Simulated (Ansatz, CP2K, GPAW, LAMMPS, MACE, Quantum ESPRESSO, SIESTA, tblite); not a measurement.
# Running aqueous Ca2+ and HSO4-, 2.3 mol of salt per kg of water at 360 K (85 atoms) with CP2K, part 3 of 3

Wanted: CP2K inputs and outputs for aqueous Ca2+ and HSO4-, 2.3 mol of salt per kg of water at 360 K (85 atoms), checked against a plane-wave reference.

Program: CP2K 2026.2; the method stands at each step. Banners, paths, timers and routine set-up lines are dropped from the logs unmarked, and long logs keep their key lines alone; longer cuts are marked.

So far. Step 6 (PBE, SZV-MOLOPT-SR, 600/50 Ry, diagonalisation): Against the first run (22 %), the force difference from the reference is 424 %, at 0.52 times the CPU time (on 1 against 4 cores), with 191 basis functions against 706; this set comes with other potentials too, so the change isn't the basis's alone.

## 8. PBE, DZVP-UZH, 210/50 Ry, diagonalisation

Method: Kohn-Sham DFT, PBE, GTH-PBE pseudopotentials, Gaussian and plane waves, DZVP-MOLOPT (UZH set), diagonalisation.

The input, input.inp:

```
&GLOBAL
  PROJECT cell
  RUN_TYPE ENERGY_FORCE
  PRINT_LEVEL LOW
&END GLOBAL
&FORCE_EVAL
  METHOD QS
  STRESS_TENSOR ANALYTICAL
  &DFT
    BASIS_SET_FILE_NAME BASIS_MOLOPT_UZH
    POTENTIAL_FILE_NAME POTENTIAL_UZH
    &MGRID
      CUTOFF 210
      REL_CUTOFF 50
    &END MGRID
    &QS
      EPS_DEFAULT 1.0E-12
    &END QS
    &SCF
      SCF_GUESS ATOMIC
      EPS_SCF 5.0E-06
      MAX_SCF 200
      ADDED_MOS 14
      &DIAGONALIZATION
        ALGORITHM STANDARD
      &END DIAGONALIZATION
      &SMEAR ON
        METHOD FERMI_DIRAC
        ELECTRONIC_TEMPERATURE [K] 580
      &END SMEAR
      &MIXING
        METHOD BROYDEN_MIXING
        ALPHA 0.3
        NBROYDEN 12
      &END MIXING
      &PRINT
        &RESTART OFF
        &END RESTART
      &END PRINT
    &END SCF
    &XC
      &XC_FUNCTIONAL PBE
      &END XC_FUNCTIONAL
    &END XC
    &PRINT
      &MULLIKEN ON
      &END MULLIKEN
      &HIRSHFELD ON
        SHAPE_FUNCTION DENSITY
      &END HIRSHFELD
      &MO ON
        EIGENVALUES T
        OCCUPATION_NUMBERS T
        MO_INDEX_RANGE 121 144
        &EACH
          QS_SCF 0
        &END EACH
        ADD_LAST NUMERIC
      &END MO
    &END PRINT
  &END DFT
  &SUBSYS
    &CELL
      A 9.34568 0.00000 0.00000
      B 0.00000 9.34568 0.00000
      C 0.00000 0.00000 9.34568
    &END CELL
    &COORD
[... 85 atom lines left out: the same atoms as in the first run ...]
    &END COORD
    &KIND O
      BASIS_SET DZVP-MOLOPT-PBE-GTH-q6
      POTENTIAL GTH-PBE-q6
    &END KIND
    &KIND S
      BASIS_SET DZVP-MOLOPT-PBE-GTH-q6
      POTENTIAL GTH-PBE-q6
    &END KIND
    &KIND H
      BASIS_SET DZVP-MOLOPT-PBE-GTH-q1
      POTENTIAL GTH-PBE-q1
    &END KIND
    &KIND Ca
      BASIS_SET DZVP-MOLOPT-PBE-GTH-q10
      POTENTIAL GTH-PBE-q10
    &END KIND
  &END SUBSYS
  &PRINT
    &FORCES ON
    &END FORCES
    &STRESS_TENSOR ON
    &END STRESS_TENSOR
  &END PRINT
&END FORCE_EVAL
```

On the command line:

```sh
$ OMP_NUM_THREADS=2 cp2k.psmp -i input.inp > output.txt
```

Numbers of over 12 decimals in the logs are rounded to 6 here.

The log of the run:

```text
CP2K| version string:                                       CP2K version 2026.2
 CP2K| Input file name                                                 input.inp
 GLOBAL| Basis set file name                                    BASIS_MOLOPT_UZH
 GLOBAL| Potential file name                                       POTENTIAL_UZH
 GLOBAL| Run type                                                   ENERGY_FORCE
 GLOBAL| Total number of message passing processes                             1
 GLOBAL| Number of threads for this process                                    2
 TOTAL NUMBERS AND MAXIMUM NUMBERS
  Total number of            - Atomic kinds:                                   4
                             - Atoms:                                         85
[... lines left out ...]
                        Smear method:                                FERMI_DIRAC
[... lines left out ...]
 Number of electrons:                                                        264
[... lines left out ...]
  Step     Update method      Time    Convergence         Total energy    Change
[... lines left out ...]
  *** SCF run converged in    16 steps ***
[... lines left out ...]
  Fermi energy:                                                 0.047867
  Total energy:                                              -600.247443
  Total energy (extrapolated to T->0):                       -600.247443
[... lines left out ...]
 MO| E(Fermi):            0.047867 a.u.          1.302539 eV
[... lines left out ...]
 !-----------------------------------------------------------------------------!
 !-----------------------------------------------------------------------------!
                           Hirshfeld Charges
  #Atom  Element  Kind  Ref Charge     Population                    Net charge
      1       O      1       6.000          6.161                        -0.161
      2       S      2       6.000          5.502                         0.498
      3       O      1       6.000          6.236                        -0.236
[...]
84       H      3       1.000          0.863                         0.137
     85       Ca     4      10.000          9.591                         0.409
  Total Charge                                                           -0.000
 !-----------------------------------------------------------------------------!
 ENERGY| Total FORCE_EVAL ( QS ) energy [hartree]           -600.247473
 FORCES| Atomic forces [hartree/bohr]
 FORCES|   Atom     x               y               z               |f|
 FORCES|      1  2.40610690E-03  1.77108023E-02  7.22273298E-03   1.92777006E-02
 FORCES|      2 -2.28420523E-02  2.82815245E-02  1.10712475E-03   3.63707259E-02
 FORCES|      3 -9.63252874E-04 -6.81438893E-03  1.81551480E-03   7.11757308E-03
[...]
FORCES|     84  1.18067658E-02  1.74464271E-02  9.56460097E-03   2.31356679E-02
 FORCES|     85 -5.14069558E-03 -8.79881968E-04  1.71230427E-04   5.21826247E-03
 FORCES| Sum    -3.78893181E-02 -3.45721892E-02 -3.57827346E-03
 FORCES| Total atomic force                                       5.14163470E-02
 STRESS| Analytical stress tensor [bar]
 STRESS|                        x                   y                   z
 STRESS|      x        2.07863515575E+03   6.82089843884E+02  -1.26813484880E+03
 STRESS|      y        6.82089843884E+02   1.72618794056E+04  -2.81263751099E+03
 STRESS|      z       -1.26813484880E+03  -2.81263751099E+03   5.16391315615E+03
 STRESS| 1/3 Trace                                             8.16814257251E+03
```

It took 73 s on 2 threads of Arm Neoverse V1, shared host; peak memory 0.68 GiB.

Against the reference:

```yaml
r_m_s_force_component: 0.5988 eV/Å
r_m_s_difference_of_force_components: 194.3 meV/Å
longest_difference_of_force_vectors: 881.6 meV/Å
force_difference_over_r_m_s_force: 31.03 %
slope_of_forces_against_the_reference_s: 0.9093
correlation_of_force_components: 0.951
spacing_of_highest_filled_and_lowest_empty_level: 4.19 eV
gap_difference: 0.0874 eV
pressure: 0.8168 GPa
pressure_difference: 1.852 GPa
energy_less_the_same_level_run_s: -13.42 meV/atom
r_m_s_force_difference_from_the_same_level_run: 141.6 meV/Å
```

This is a coarse setting, run to see what it loses.

Against the first run (22 %), the force difference from the reference is 31 %, at 0.65 times the CPU time (on 2 against 4 cores): the grid matters here.

The forces add up to 2.6 eV/Å instead of zero, usually a sign of too coarse a grid.

## 9. The ladder

Differences are against the plane-wave reference, forces as r.m.s. over components; share is that over the reference's r.m.s. force, slope the least-squares factor from reference forces to these. Total energies of different programs have different zeros and aren't compared.

| run | Δ force, r.m.s. (meV/Å) | share (%) | slope | Δ pressure (GPa) | Δ gap (eV) | cores | CPU time | memory (GiB) |
| --- | --- | --- | --- | --- | --- | --- | --- | --- |
| reference | - | - | - | - | - | 2 | 4.1 min | 2.0 |
| CP2K PBE, DZVP-UZH, 600/50 Ry, diagonalisation | 138 | 22.1 | 0.916 | 1.50 | 0.129 | 4 | 3.6 min | 3.4 |
| CP2K PBE, DZVP-MOLOPT-SR, 600/50 Ry, TRS4 filter 1e-07, SCF 1e-07 | 77.2 | 12.3 | 1.002 | 0.690 | - | 2 | 2.3 min | 1.2 |
| CP2K PBE, DZVP-MOLOPT-SR, 600/50 Ry, diagonalisation | 78.5 | 12.5 | 1.003 | 0.691 | 1.28 | 2 | 3.5 min | 2.5 |
| CP2K PBE, DZVP-MOLOPT-SR, 600/50 Ry, TRS4 filter 1e-03, SCF 1e-04 (coarse) | 324 | 51.7 | 1.062 | 1.97 | - | 2 | 75 s | 1.2 |
| CP2K PBE, SZV-MOLOPT-SR, 600/50 Ry, diagonalisation (coarse) | 2654 | 424 | -0.461 | 18.4 | 1.51 | 1 | 1.8 min | 2.4 |
| CP2K PBE, DZVP-MOLOPT-SR, 600/50 Ry, TRS4 filter 1e-05, SCF 1e-06 | 78.8 | 12.6 | 0.999 | 0.692 | - | 2 | 1.9 min | 1.2 |
| CP2K PBE, DZVP-UZH, 210/50 Ry, diagonalisation (coarse) | 194 | 31.0 | 0.909 | 1.85 | 0.0874 | 2 | 2.3 min | 0.68 |

Rows marked coarse were listed beforehand as settings not expected to be converged; some can still land near the reference.

CPU time is summed over cores on a shared host, where runs went side by side, so it is rough. Symmetry, cutoffs, thresholds, outputs and thread counts weren't matched or tuned between programs; memory under MPI is the largest rank's times the ranks.

Mean charges by element (e), by run and scheme:

| run | scheme | O | S | H | Ca |
| --- | --- | --- | --- | --- | --- |
| CP2K PBE, DZVP-UZH, 600/50 Ry, diagonalisation | Mulliken | -0.56 | +0.63 | +0.30 | +1.49 |
| CP2K PBE, DZVP-UZH, 600/50 Ry, diagonalisation | Hirshfeld | -0.23 | +0.50 | +0.12 | +0.41 |
| CP2K PBE, DZVP-MOLOPT-SR, 600/50 Ry, TRS4 filter 1e-07, SCF 1e-07 | Mulliken | -0.33 | +0.87 | +0.15 | +1.35 |
| CP2K PBE, DZVP-MOLOPT-SR, 600/50 Ry, diagonalisation | Mulliken | -0.33 | +0.87 | +0.15 | +1.35 |
| CP2K PBE, DZVP-MOLOPT-SR, 600/50 Ry, diagonalisation | Hirshfeld | -0.23 | +0.51 | +0.12 | +0.43 |
| CP2K PBE, DZVP-MOLOPT-SR, 600/50 Ry, TRS4 filter 1e-05, SCF 1e-06 | Mulliken | -0.33 | +0.87 | +0.15 | +1.36 |

Within one program, basis, potentials and functional, energies share a zero. Each run against its twin at the usual cutoff or grid and solver:

| run | twin | Δ energy (meV/atom) | Δ force, r.m.s. (meV/Å) | CPU time over the twin's |
| --- | --- | --- | --- | --- |
| CP2K PBE, DZVP-MOLOPT-SR, 600/50 Ry, TRS4 filter 1e-07, SCF 1e-07 | DZVP-MOLOPT-SR, 600/50 Ry, diagonalisation | 0.0058 | 15.5 | 0.66 |
| CP2K PBE, DZVP-MOLOPT-SR, 600/50 Ry, TRS4 filter 1e-03, SCF 1e-04 | DZVP-MOLOPT-SR, 600/50 Ry, diagonalisation | 2.66 | 263 | 0.36 |
| CP2K PBE, DZVP-MOLOPT-SR, 600/50 Ry, TRS4 filter 1e-05, SCF 1e-06 | DZVP-MOLOPT-SR, 600/50 Ry, diagonalisation | 0.017 | 35.4 | 0.55 |
| CP2K PBE, DZVP-UZH, 210/50 Ry, diagonalisation | DZVP-UZH, 600/50 Ry, diagonalisation | -13.4 | 142 | 0.65 (this twin ran on 4 cores) |

Further runs of this program without a result: CP2K GFN1-xTB, diagonalisation (not converged); CP2K HSE06 with ADMM, PBE0 potentials, DZVP-UZH, 600/50 Ry, OT DIIS (cut off at its time limit).

## 10. Summary of results

```json
{
 "nearest in forces": "CP2K PBE, DZVP-MOLOPT-SR, 600/50 Ry, TRS4 filter 1e-07, SCF 1e-07, 12 %",
 "its CPU time": "2.3 min"
}
```

What this shows: The PBE runs in local orbitals, coarse settings apart, differ by 12 % (CP2K PBE, DZVP-MOLOPT-SR, 600/50 Ry, TRS4 filter 1e-07, SCF 1e-07) to 22 % (CP2K PBE, DZVP-UZH, 600/50 Ry, diagonalisation); basis, grid and potentials can all enter. Runs with settings chosen to be coarse differ by 31 % (CP2K PBE, DZVP-UZH, 210/50 Ry, diagonalisation) to 424 % (CP2K PBE, SZV-MOLOPT-SR, 600/50 Ry, diagonalisation), their programs' other errors included. Of the electronic-structure runs that take under half the reference's CPU time, CP2K PBE, DZVP-MOLOPT-SR, 600/50 Ry, TRS4 filter 1e-05, SCF 1e-06 comes nearest, at 13 % in 1.9 min against 4.1 min. At the same functional, gaps differ from the reference's 4.10 eV by between +0.09 and +1.51 eV. A likely cause of the wide gaps: compact atomic orbitals describe empty levels worse than filled ones. In pressure, CP2K PBE, SZV-MOLOPT-SR, 600/50 Ry, diagonalisation misses by +18.4 GPa, at the same functional. Charges hang on scheme and program or settings: among these rows the mean for Ca runs from +0.41 to +1.49 e. With TRS4, tightening the sparsity filter from 1e-03 to 1e-07, and the SCF threshold with it, takes the force difference from the cubic solver from 263 to 15 meV/Å, and the CPU time from 0.36 to 0.66 times the cubic solver's. The reference's pressure holds the uncorrected Pulay stress of its 60 Ry basis, so small pressure differences, and their order, may be the reference's own error. The network of contacts between molecules at the start is that of the classical potential that made the cell, and needn't be the one that DFT or experiment would give. The concentration wasn't checked against solubility and may exceed it. The reference's PBE has no dispersion term, which matters for the binding between molecules or layers. The density was typed from a rule of thumb and may lie off the real one at this temperature. The electronic-structure runs sample only Γ, in a cell whose shortest periodic width is 9 Å.

[Also dropped from logs without a mark: logging warnings of Python, and SIESTA's first energy breakdown and zero terms.]

[Logs are printed without paths, hosts, clocks, repeated set-up lines and the standing remarks that a program may print on its own settings, such as how far it seeks lower states.]

[Hosts, paths, dates, database ids (printed as entryN), source tags and the programs' standing remarks are cut or masked in the printed files.]
